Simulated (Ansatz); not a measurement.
**Compressing and expanding glassy 56P2O5-28Na2O-16Al2O3 (mol %) (139 atoms)**

How stiff is glassy 56P2O5-28Na2O-16Al2O3 (mol %) (139 atoms)?

Main program and level: Ansatz 0.2.0; Kohn-Sham DFT, PBE, PAW (set soft_2), plane waves.

## Step 1: The starting structure

The cell holds 139 atoms: 28 P, 14 Na, 8 Al and 89 O. Cell: a = 12.341 Å, b = 12.341 Å, c = 12.341 Å, α = 90.0°, β = 90.0°, γ = 90.0°. 139 atoms (28 P, 14 Na, 8 Al, 89 O) placed at random at 2.53 g/cm³, melted at 4000 K for 10 ps at fixed volume with the Morse and Coulomb pair potential with partial charges (Pedone, Malavasi, Menziani, Cormack and Segre, J. Phys. Chem. B 110, 11780 (2006)). Quenched from 4000 K to 300 K at 200 K/ps and fixed volume, held 10 ps at zero pressure, then minimised at fixed cell.

Limits known from the start: The quench rate of 200 K/ps is many orders above laboratory rates, so the cell is likely richer in defects and strain than a real sample. The network of bonds at the start is that of the classical potential that made the cell, and needn't be the one that DFT or experiment would give. Only the Γ point is sampled.

## Step 2: Single point at the start

A single point comes first, to see the forces before anything moves.

Input file input.yaml:

```yaml
crystal:
  lattice:
    - [12.34054, 0.0, 0.0]
    - [0.0, 12.34054, 0.0]
    - [0.0, 0.0, 12.34054]
  atoms:
    - { symbol: P, position: [0.63221, 0.29062, 0.50316] }
    - { symbol: P, position: [0.14119, 0.70633, 0.59599] }
    - { symbol: P, position: [0.57097, 0.93824, 0.56939] }
    - { symbol: P, position: [0.85897, 0.19631, 0.87804] }
    - { symbol: P, position: [0.94866, 0.26617, 0.10092] }
    - { symbol: P, position: [0.37025, 0.62837, 0.53668] }
    - { symbol: P, position: [0.23016, 0.10038, 0.87824] }
    - { symbol: P, position: [0.62207, 0.29426, 0.15317] }
    - { symbol: P, position: [0.58934, 0.04753, 0.1722] }
    - { symbol: P, position: [0.00142, 0.51224, 0.8723] }
    - { symbol: P, position: [0.38722, 0.36971, 0.20938] }
    - { symbol: P, position: [0.40327, 0.3913, 0.46015] }
    - { symbol: P, position: [0.83325, 0.40126, 0.40268] }
    - { symbol: P, position: [0.9148, 0.17822, 0.32179] }
    - { symbol: P, position: [0.80001, 0.62252, 0.97646] }
    - { symbol: P, position: [0.24266, 0.92937, 0.58064] }
    - { symbol: P, position: [0.09167, 0.92225, 0.97797] }
    - { symbol: P, position: [0.44218, 0.21314, 0.87102] }
    - { symbol: P, position: [0.5937, 0.6943, 0.23012] }
    - { symbol: P, position: [0.58604, 0.5132, 0.9031] }
    - { symbol: P, position: [0.0469, 0.14753, 0.71989] }
    - { symbol: P, position: [0.1266, 0.61747, 0.26547] }
    - { symbol: P, position: [0.72291, 0.58195, 0.62993] }
    - { symbol: P, position: [0.30326, 0.4167, 0.81643] }
    - { symbol: P, position: [0.35418, 0.04216, 0.25151] }
    - { symbol: P, position: [0.38128, 0.77829, 0.93661] }
    - { symbol: P, position: [0.91172, 0.70846, 0.53033] }
    - { symbol: P, position: [0.80885, 0.78673, 0.32029] }
    - { symbol: Na, position: [0.88293, 0.90522, 0.76478] }
    - { symbol: Na, position: [0.36605, 0.61833, 0.27026] }
    - { symbol: Na, position: [0.63204, 0.83462, 0.97368] }
    - { symbol: Na, position: [0.82732, 0.91159, 0.04879] }
    [... 101 atom lines left out ...]
    - { symbol: O, position: [0.1317, 0.88252, 0.08484] }
    - { symbol: O, position: [0.19306, 0.0312, 0.53844] }
    - { symbol: O, position: [0.96496, 0.18719, 0.80882] }
    - { symbol: O, position: [0.90354, 0.44739, 0.4907] }
    - { symbol: O, position: [0.57016, 0.85195, 0.65716] }
    - { symbol: O, position: [0.00408, 0.03834, 0.68838] }
kpoints:
  mp_grid: { grid: [1, 1, 1] }
hamiltonian:
  xc: pbe
scf:
  occupations: { method: fixed }
output:
  forces: true
```

Command:

```console
ansatz run input.yaml --threads 4 --pin off --max-ram 8192MiB --backend cpu --events-out ev --progress --plain --runs-dir out
```

Log:

```text
Engine: ansatz 0.2.0, x86_64-unknown-linux-gnu
Pseudopotentials: kind: paw
Pseudopotential: P, paw, valence charge 5, recommended cutoff 420 eV (normal), P.paw.azcp
Pseudopotential: Na, paw, valence charge 9, recommended cutoff 420 eV (normal), Na.paw.azcp
Pseudopotential: Al, paw, valence charge 3, recommended cutoff 420 eV (normal), Al.paw.azcp
Pseudopotential: O, paw, valence charge 6, recommended cutoff 420 eV (normal), O.paw.azcp
[... 5 lines on functional and potentials left out ...]
Crystal: 139 atoms, lattice volume = 1879.328 Å³
Basis set: ecut = 420 eV, 36785 PW (Γ), exchange–correlation on 180×180×180 points (8 copies of the dense FFT grid, shifted against one another)
Bands: 551, of which v1, the nominal top of the filled ones, is band 412 counted from 1 (411 counted from 0)
Symmetry: 1 space group operations
Space group: P1 (ITA 1), of the structure as read, at distance tolerance 1.2e-4 Å
k-points: 1
[... 9 lines on functional and potentials left out ...]
Initial density: superposition of atomic densities (neutral atoms: chi_scale 0, normalization atom), corrected by the library's trained network
Initial wavefunctions: pseudopotential atomic-orbital guess
Functional: x = pbe(κ = 0.804, μ = 0.219515), c = pbe(β = 0.066725)
SCF iter   1: F=—  HF=-96843.104386 eV  |F-HF|=—  |Δ(HF+E_count)|=         —  Δρ=5.09e-3  dr2=8.61e-1  ethr=1.77e-3  ⟨swp⟩=7.0  Hψ=1967  notcnv=0  defer=137
preconditioner: auto → Resta (q_TF=auto, 2.378 Å⁻¹)  ε∞=2.8  [insulator: Δε(μ)=2.296 eV  Ē_g=17.953 eV  n_scr=436 (ndim 8)  ℏωp=24.2 eV  f_vac=0.177  ε∞_Penn≈2.8]
SCF iter   2: F=—  HF=-96842.896472 eV  |F-HF|=—  |Δ(HF+E_count)|=   2.08e-1  Δρ=2.65e-3  dr2=2.01e-1  ethr=1.04e-4  ⟨swp⟩=3.0  Hψ=884  notcnv=0  defer=137
SCF iter   3: F=—  HF=-96842.847922 eV  |F-HF|=—  |Δ(HF+E_count)|=   4.85e-2  Δρ=1.12e-3  dr2=6.07e-2  ethr=2.44e-5  ⟨swp⟩=4.0  Hψ=731  notcnv=0  defer=128
automatic band count: iteration 3 solves 542 bands in place of 551: the levels show a gap, and the empty bands left out lie too high to hold charge; the band table lists the bands solved (type scf.n_extra_bands for more)
SCF iter   4: F=—  HF=-96842.828328 eV  |F-HF|=—  |Δ(HF+E_count)|=   1.96e-2  Δρ=4.98e-4  dr2=5.44e-3  ethr=7.37e-6  ⟨swp⟩=4.0  Hψ=745  notcnv=0  defer=128
SCF iter   5: F=—  HF=-96842.828058 eV  |F-HF|=—  |Δ(HF+E_count)|=   2.70e-4  Δρ=2.91e-4  dr2=1.32e-3  ethr=6.61e-7  ⟨swp⟩=3.0  Hψ=908  notcnv=0  defer=128
SCF iter   6: F=—  HF=-96842.827983 eV  |F-HF|=—  |Δ(HF+E_count)|=   7.47e-5  Δρ=7.60e-5  dr2=9.36e-5  ethr=1.60e-7  ⟨swp⟩=3.0  Hψ=781  notcnv=0  defer=128
SCF iter   7: F=—  HF=-96842.832436 eV  |F-HF|=—  |Δ(HF+E_count)|=   4.45e-3  Δρ=3.68e-5  dr2=2.20e-5  ethr=1.14e-8  ⟨swp⟩=3.0  Hψ=971  notcnv=0  defer=127
SCF iter   8: F=—  HF=-96842.832439 eV  |F-HF|=—  |Δ(HF+E_count)|=   3.24e-6  Δρ=1.13e-5  dr2=2.24e-6  ethr=2.66e-9  ⟨swp⟩=3.0  Hψ=775  notcnv=0  defer=128
SCF iter   9: F=—  HF=-96842.832441 eV  |F-HF|=—  |Δ(HF+E_count)|=   1.45e-6  Δρ=4.18e-6  dr2=3.04e-7  ethr=2.72e-10  ⟨swp⟩=3.0  Hψ=778  notcnv=0  defer=128
SCF iter  10: F=-96842.832441 eV  HF=-96842.832441 eV  |F-HF|=1.44e-8  |Δ(HF+E_count)|=   2.21e-7  Δρ=2.28e-6  dr2=8.43e-8  ethr=1.21e-11  ⟨swp⟩=6.0  Hψ=1824  notcnv=0
SCF 1 converged in 10 iterations: F = -96842.832441 eV  dr2 = 8.43e-8
  greatest PAW one-centre occupation: 0.999 electrons in one spin orbital (limit 2), on the Na atom at site 41 (counted from 0), in its partial waves of l = 0
SCF converged after 10 iterations
Free energy (F): -96842.832441 eV
Harris-Foulkes:  -96842.832441 eV  (|F-HF|=1.44e-8)
Internal energy: -96842.832441 eV  (E = F + TS)
E sigma→0 (E₀):  -96842.832441 eV
Fermi energy:    4.552028 eV
--- Per-component energies (eV) ---
  E_band       = -6398.862749
  E_kinetic    = 19972.410892
  E_local      = -66488.699442  (includes V_loc(G=0)·N_el)
  E_nonlocal   = 6821.614430
  E_hartree    = 24238.413641
  E_xc         = -9234.565739
  E_vxc        = -11120.956954  (∫ρ·V_xc dr)
  E_paw        = -37501.902876  (= ΣΔE_a)
  E_vpaw       = -4060.288018  (= ΣTr[D̂ρ^β])
  E_aug_tail   = 0.225264  (compensation charges beyond the density's cutoff)
  E_ewald      = -34650.328612
  E_smearing   = -0.000000  (= −TS)
  E_closure    = 0.000000  (closes the sum)
  Σ components = -96842.832441   (vs F -96842.832441, Δ=0.00e0)
--- Forces (eV/Å), atoms counted from 1 ---
  atom   1  P      1.80671723    -2.53042121    -0.83477035
  atom   2  P      1.36357767     3.07523818     2.38546197
  atom   3  P     -2.53999134     0.26670892    -0.21163533
  atom   4  P     -0.80435216    -1.62308491    -2.52278520
  atom   5  P      0.98482338     2.37056622     2.52330495
  atom   6  P      1.92589264     3.92280207     0.07307954
  atom   7  P     -1.29463200     1.07793999     2.68078785
  atom   8  P      5.17066853     1.70069439     0.51142617
  atom   9  P      1.10290734    -0.06508482     0.92561755
  atom  10  P      0.52030406    -2.24626798    -0.29568016
  atom  11  P      1.14137592    -1.18128486    -2.44717255
  atom  12  P     -1.05653195    -1.75786004     0.96650981
  atom  13  P      1.83838343     1.88982694     0.97377882
  atom  14  P      0.79571762     0.21551128     0.74368354
[...]
atom 138  O      0.44709931    -1.72994850     2.17248036
  atom 139  O     -0.35594691    -0.69550313    -0.13537488
  max |Σ_I F_I| component: 1.43e-4 eV/Å
```

It took 18 s on 4 threads of Intel Xeon Platinum 8488C (Sapphire Rapids), shared host; peak memory 2.8 GiB; 68 s of CPU time.

In the SCF lines HF is the Harris–Foulkes energy and dr2 the Hartree energy of the density residual, in eV; the loop may stop once dr2 is under the threshold and the program's other checks hold. Hψ counts applications of the Hamiltonian.

The r.m.s. force at the start is 1.3 eV/Å.

## Step 3: Cell and atoms relaxed

The cell is relaxed with the atoms, since the starting lattice needn't suit this functional.

Input file input.yaml:

```yaml
crystal:
  lattice:
    - [12.34054, 0.0, 0.0]
    - [0.0, 12.34054, 0.0]
    - [0.0, 0.0, 12.34054]
  atoms:
    [... the 139 atom lines of step 2 ...]
kpoints:
  mp_grid: { grid: [1, 1, 1] }
hamiltonian:
  xc: pbe
scf:
  occupations: { method: fixed }
output:
  forces: true
relax:
  f_tol: 0.05
  max_steps: 150
  cell: {}
```

Log:

```text
[...]
Crystal: 139 atoms, lattice volume = 1879.328 Å³
Basis set: ecut = 420 eV, 36785 PW (Γ), exchange–correlation on 180×180×180 points (8 copies of the dense FFT grid, shifted against one another)
Bands: 551, of which v1, the nominal top of the filled ones, is band 412 counted from 1 (411 counted from 0)
Symmetry: 1 space group operations
[...]
k-points: 1
[...]
SCF iter   1: F=—  HF=-96843.104374 eV  |F-HF|=—  |Δ(HF+E_count)|=         —  Δρ=5.09e-3  dr2=8.61e-1  ethr=1.77e-3  ⟨swp⟩=7.0  Hψ=1967  notcnv=0  defer=137
[...]
SCF iter  10: F=-96842.832441 eV  HF=-96842.832441 eV  |F-HF|=1.43e-8  |Δ(HF+E_count)|=   2.21e-7  Δρ=2.28e-6  dr2=8.43e-8  ethr=1.21e-11  ⟨swp⟩=6.0  Hψ=1824  notcnv=0
SCF 1 converged in 10 iterations: F = -96842.832441 eV  dr2 = 8.43e-8
[...]
relax step   1: F+E_penalty+E_count = -96842.83244094 eV  Δ(F+E_penalty+E_count) = +0.000e0 eV  max|allowed force component| = 5.181e0 eV/Å  Δτ_max = 0.0000 Å  P = +3.401 GPa  Ω = 1879.328 Å³  (10 SCF iters, dr2 threshold 1.00e-7 eV, accepted)
[... from here on, the SCF cycles and remarks between the steps are left out ...]
relax step   2: F+E_penalty+E_count = -96847.80720867 eV  Δ(F+E_penalty+E_count) = -4.975e0 eV  max|allowed force component| = 4.049e0 eV/Å  Δτ_max = 0.1971 Å  P = +2.123 GPa  Ω = 1873.343 Å³  energy of the carried Pulay correction = +2.067e-2 eV  (8 SCF iters, dr2 threshold 1.39e-5 eV, accepted)
relax step   3: F+E_penalty+E_count = -96852.59710887 eV  Δ(F+E_penalty+E_count) = -4.790e0 eV  max|allowed force component| = 1.583e0 eV/Å  Δτ_max = 0.1949 Å  P = +0.133 GPa  Ω = 1878.799 Å³  energy of the carried Pulay correction = +1.823e-3 eV  (8 SCF iters, dr2 threshold 1.39e-5 eV, accepted)
relax step   4: F+E_penalty+E_count = -96854.33182803 eV  Δ(F+E_penalty+E_count) = -1.735e0 eV  max|allowed force component| = 7.634e-1 eV/Å  Δτ_max = 0.1931 Å  P = -0.239 GPa  Ω = 1890.038 Å³  energy of the carried Pulay correction = -3.683e-2 eV  (8 SCF iters, dr2 threshold 1.39e-5 eV, accepted)
relax step   5: F+E_penalty+E_count = -96855.02029044 eV  Δ(F+E_penalty+E_count) = -6.885e-1 eV  max|allowed force component| = 6.005e-1 eV/Å  Δτ_max = 0.2000 Å  P = -0.267 GPa  Ω = 1899.043 Å³  energy of the carried Pulay correction = -6.764e-2 eV  (7 SCF iters, dr2 threshold 1.39e-5 eV, accepted)
relax step   6: F+E_penalty+E_count = -96855.60057231 eV  Δ(F+E_penalty+E_count) = -5.803e-1 eV  max|allowed force component| = 4.132e-1 eV/Å  Δτ_max = 0.1950 Å  P = -0.180 GPa  Ω = 1903.814 Å³  energy of the carried Pulay correction = -8.390e-2 eV  (8 SCF iters, dr2 threshold 1.39e-5 eV, accepted)
relax step   7: F+E_penalty+E_count = -96855.84860239 eV  Δ(F+E_penalty+E_count) = -2.480e-1 eV  max|allowed force component| = 3.922e-1 eV/Å  Δτ_max = 0.2000 Å  P = -0.121 GPa  Ω = 1911.141 Å³  energy of the carried Pulay correction = -1.088e-1 eV  (7 SCF iters, dr2 threshold 1.07e-5 eV, accepted)
relax step   8: F+E_penalty+E_count = -96856.14346011 eV  Δ(F+E_penalty+E_count) = -2.949e-1 eV  max|allowed force component| = 3.805e-1 eV/Å  Δτ_max = 0.1950 Å  P = -0.065 GPa  Ω = 1914.312 Å³  energy of the carried Pulay correction = -1.195e-1 eV  (7 SCF iters, dr2 threshold 9.61e-6 eV, accepted)
relax step   9: F+E_penalty+E_count = -96856.40188458 eV  Δ(F+E_penalty+E_count) = -2.584e-1 eV  max|allowed force component| = 5.013e-1 eV/Å  Δτ_max = 0.1950 Å  P = +0.026 GPa  Ω = 1916.497 Å³  energy of the carried Pulay correction = -1.269e-1 eV  (7 SCF iters, dr2 threshold 9.05e-6 eV, accepted)
relax step  10: F+E_penalty+E_count = -96856.65916595 eV  Δ(F+E_penalty+E_count) = -2.573e-1 eV  max|allowed force component| = 6.859e-1 eV/Å  Δτ_max = 0.1958 Å  P = -0.076 GPa  Ω = 1919.597 Å³  energy of the carried Pulay correction = -1.374e-1 eV  (7 SCF iters, dr2 threshold 1.39e-5 eV, accepted)
relax step  11: F+E_penalty+E_count = -96856.77599737 eV  Δ(F+E_penalty+E_count) = -1.168e-1 eV  max|allowed force component| = 1.411e0 eV/Å  Δτ_max = 0.1948 Å  P = +0.110 GPa  Ω = 1923.067 Å³  energy of the carried Pulay correction = -1.491e-1 eV  (7 SCF iters, dr2 threshold 1.39e-5 eV, accepted)
relax step  12: F+E_penalty+E_count = -96856.98626814 eV  Δ(F+E_penalty+E_count) = -2.103e-1 eV  max|allowed force component| = 5.536e-1 eV/Å  Δτ_max = 0.2000 Å  P = +0.095 GPa  Ω = 1922.944 Å³  energy of the carried Pulay correction = -1.487e-1 eV  (7 SCF iters, dr2 threshold 1.39e-5 eV, accepted)
relax step  13: F+E_penalty+E_count = -96857.10456809 eV  Δ(F+E_penalty+E_count) = -1.183e-1 eV  max|allowed force component| = 2.015e-1 eV/Å  Δτ_max = 0.1959 Å  P = -0.051 GPa  Ω = 1924.521 Å³  energy of the carried Pulay correction = -1.540e-1 eV  (7 SCF iters, dr2 threshold 1.39e-5 eV, accepted)
relax step  14: F+E_penalty+E_count = -96857.19152377 eV  Δ(F+E_penalty+E_count) = -8.696e-2 eV  max|allowed force component| = 2.447e-1 eV/Å  Δτ_max = 0.2000 Å  P = -0.079 GPa  Ω = 1925.490 Å³  energy of the carried Pulay correction = -1.573e-1 eV  (8 SCF iters, dr2 threshold 2.54e-6 eV, accepted)
[...]
relax step  38: F+E_penalty+E_count = -96858.61848858 eV  Δ(F+E_penalty+E_count) = +1.638e-2 eV  max|allowed force component| = 1.016e-1 eV/Å  Δτ_max = 0.0460 Å  P = -0.050 GPa  Ω = 1961.352 Å³  energy of the carried Pulay correction = -8.827e-2 eV  (8 SCF iters, dr2 threshold 6.17e-7 eV, accepted)
relax step  39: F+E_penalty+E_count = -96858.62158397 eV  Δ(F+E_penalty+E_count) = -3.095e-3 eV  max|allowed force component| = 7.344e-2 eV/Å  Δτ_max = 0.0361 Å  P = -0.056 GPa  Ω = 1962.637 Å³  energy of the carried Pulay correction = -9.322e-2 eV  (7 SCF iters, dr2 threshold 6.45e-7 eV, accepted)
relax step  40: F+E_penalty+E_count = -96858.61466901 eV  Δ(F+E_penalty+E_count) = +6.915e-3 eV  max|allowed force component| = 1.114e-1 eV/Å  Δτ_max = 0.2000 Å  P = +0.008 GPa  Ω = 1965.741 Å³  energy of the carried Pulay correction = -1.052e-1 eV  (9 SCF iters, dr2 threshold 3.37e-7 eV, accepted)
relax step  41: F+E_penalty+E_count = -96858.62676382 eV  Δ(F+E_penalty+E_count) = -1.209e-2 eV  max|allowed force component| = 5.084e-2 eV/Å  Δτ_max = 0.0691 Å  P = +0.014 GPa  Ω = 1964.691 Å³  energy of the carried Pulay correction = -1.012e-1 eV  (7 SCF iters, dr2 threshold 7.76e-7 eV, accepted)
relax step  42: F+E_penalty+E_count = -96858.58038121 eV  Δ(F+E_penalty+E_count) = +4.638e-2 eV  max|allowed force component| = 1.546e-1 eV/Å  Δτ_max = 0.2000 Å  P = -0.039 GPa  Ω = 1972.885 Å³  energy of the carried Pulay correction = -1.334e-1 eV  (10 SCF iters, dr2 threshold 1.62e-7 eV, rejected (line search))
relax step  43: F+E_penalty+E_count = -96858.62239966 eV  Δ(F+E_penalty+E_count) = +4.364e-3 eV  max|allowed force component| = 5.937e-2 eV/Å  Δτ_max = 0.0924 Å  P = +0.022 GPa  Ω = 1968.014 Å³  energy of the carried Pulay correction = -1.141e-1 eV  (12 SCF iters, accepted)
relax step  44: F+E_penalty+E_count = -96858.61702548 eV  Δ(F+E_penalty+E_count) = +5.374e-3 eV  max|allowed force component| = 5.182e-2 eV/Å  Δτ_max = 0.0561 Å  P = -0.031 GPa  Ω = 1969.787 Å³  energy of the carried Pulay correction = -1.211e-1 eV  (8 SCF iters, dr2 threshold 2.20e-7 eV, accepted)
relax step  45: F+E_penalty+E_count = -96858.62055989 eV  Δ(F+E_penalty+E_count) = -3.534e-3 eV  max|allowed force component| = 3.149e-2 eV/Å  Δτ_max = 0.0271 Å  P = -0.017 GPa  Ω = 1969.361 Å³  energy of the carried Pulay correction = -1.194e-1 eV  (7 SCF iters, dr2 threshold 1.68e-7 eV, accepted)
relax step  46: F+E_penalty+E_count = -96858.77529285 eV  Δ(F+E_penalty+E_count) = -1.547e-1 eV  max|allowed force component| = 3.174e-2 eV/Å  Δτ_max = 0.0000 Å  P = +0.027 GPa  Ω = 1969.361 Å³  stress off target by 1.89e-1 GPa  SCF on the basis re-selected at this cell (its energy is not comparable with the rows above)  (8 SCF iters)
relax step  47: F+E_penalty+E_count = -96858.46808483 eV  Δ(F+E_penalty+E_count) = +3.072e-1 eV  max|allowed force component| = 3.641e-1 eV/Å  Δτ_max = 0.2000 Å  P = -0.088 GPa  Ω = 1990.556 Å³  energy of the carried Pulay correction = -7.594e-2 eV  (11 SCF iters, dr2 threshold 8.96e-8 eV, rejected (line search))
relax step  48: F+E_penalty+E_count = -96858.76429406 eV  Δ(F+E_penalty+E_count) = +1.100e-2 eV  max|allowed force component| = 3.017e-2 eV/Å  Δτ_max = 0.0552 Å  P = -0.028 GPa  Ω = 1975.550 Å³  energy of the carried Pulay correction = -2.139e-2 eV  (13 SCF iters, accepted)
relax step  49: F+E_penalty+E_count = -96858.76567585 eV  Δ(F+E_penalty+E_count) = -1.382e-3 eV  max|allowed force component| = 2.556e-2 eV/Å  Δτ_max = 0.0228 Å  P = -0.018 GPa  Ω = 1975.599 Å³  energy of the carried Pulay correction = -2.157e-2 eV  (9 SCF iters, dr2 threshold 1.17e-8 eV, accepted)
relax step  50: F+E_penalty+E_count = -96858.78579463 eV  Δ(F+E_penalty+E_count) = -2.012e-2 eV  max|allowed force component| = 2.548e-2 eV/Å  Δτ_max = 0.0000 Å  P = -0.012 GPa  Ω = 1975.599 Å³  stress off target by 2.57e-2 GPa  SCF on the basis re-selected at this cell (its energy is not comparable with the rows above)  (7 SCF iters)
[...]
SCF converged after 7 iterations
Free energy (F): -96858.785795 eV
[...]
Internal energy: -96858.785795 eV  (E = F + TS)
E sigma→0 (E₀):  -96858.785795 eV
Fermi energy:    3.648435 eV
[...]
--- Forces (eV/Å), atoms counted from 1 ---
  atom   1  P      0.00915407     0.00399380     0.00017093
  atom   2  P      0.01014903    -0.00734598    -0.00023645
  atom   3  P     -0.01927917    -0.00944522     0.00892316
  atom   4  P      0.01048476     0.00615127     0.00134486
  atom   5  P      0.00683187     0.01156993     0.01363533
  atom   6  P      0.00246076    -0.00780911    -0.00378395
  atom   7  P     -0.00590112     0.00924934    -0.01173276
  atom   8  P     -0.01546729    -0.00431608    -0.01208661
  atom   9  P     -0.00290790    -0.00478607    -0.01700632
  atom  10  P      0.00363157     0.00733520     0.01563924
  atom  11  P     -0.00851936     0.00949449    -0.00004279
  atom  12  P     -0.00488314    -0.00614124     0.00527222
  atom  13  P      0.00492065     0.01835358     0.00812176
  atom  14  P      0.00597376     0.01132037    -0.01939359
[...]
atom 138  O      0.01424077    -0.00017284    -0.00356345
  atom 139  O     -0.00210084     0.00548034     0.00732671
  max |Σ_I F_I| component: 1.25e-4 eV/Å
--- Stress (GPa, compression-positive) ---
       -0.018352      -0.001763      -0.005058
       -0.001764       0.001557       0.011457
       -0.005056       0.011453      -0.018283
  P = ⅓ Tr σ = -0.0117 GPa (-0.117 kbar)
--- Relaxed structure (47 steps of the walk, 43 accepted, 3 SCFs on fresh bases) ---
  F+E_penalty+E_count = -96858.78579463 eV   max|allowed force component| = 2.548e-2 eV/Å   (the final SCF, on the basis selected at the relaxed cell)
  cell:  # Å, volume = 1975.5990 Å³
    - [12.323890, -0.284771, -0.092505]
    - [-0.284771, 13.107190, 0.494294]
    - [-0.092505, 0.494294, 12.255747]
  atoms:
    - { symbol: P, position: [0.622288, 0.321002, 0.544927] }
    - { symbol: P, position: [0.154480, 0.707209, 0.567773] }
    - { symbol: P, position: [0.593848, 0.927883, 0.591537] }
    - { symbol: P, position: [0.860318, 0.216423, 0.885290] }
[...]
- { symbol: O, position: [-0.042280, 0.069997, 0.673351] }
```

The job ended after 14 min (4 threads; peak memory 2.9 GiB; 52 min of CPU time).

The relaxation converged after 47 steps, with a largest force component of 0.025 eV/Å.

(Continued in part 2 of 3.)

[Long decimals in the printed logs are rounded to 6 places.]

[Logs are printed without paths, hosts, clocks, repeated set-up lines and the standing remarks that a program may print on its own settings, such as how far it seeks lower states.]

[Hosts, paths, dates, database ids (printed as entryN), source tags and the programs' standing remarks are cut or masked in the printed files.]
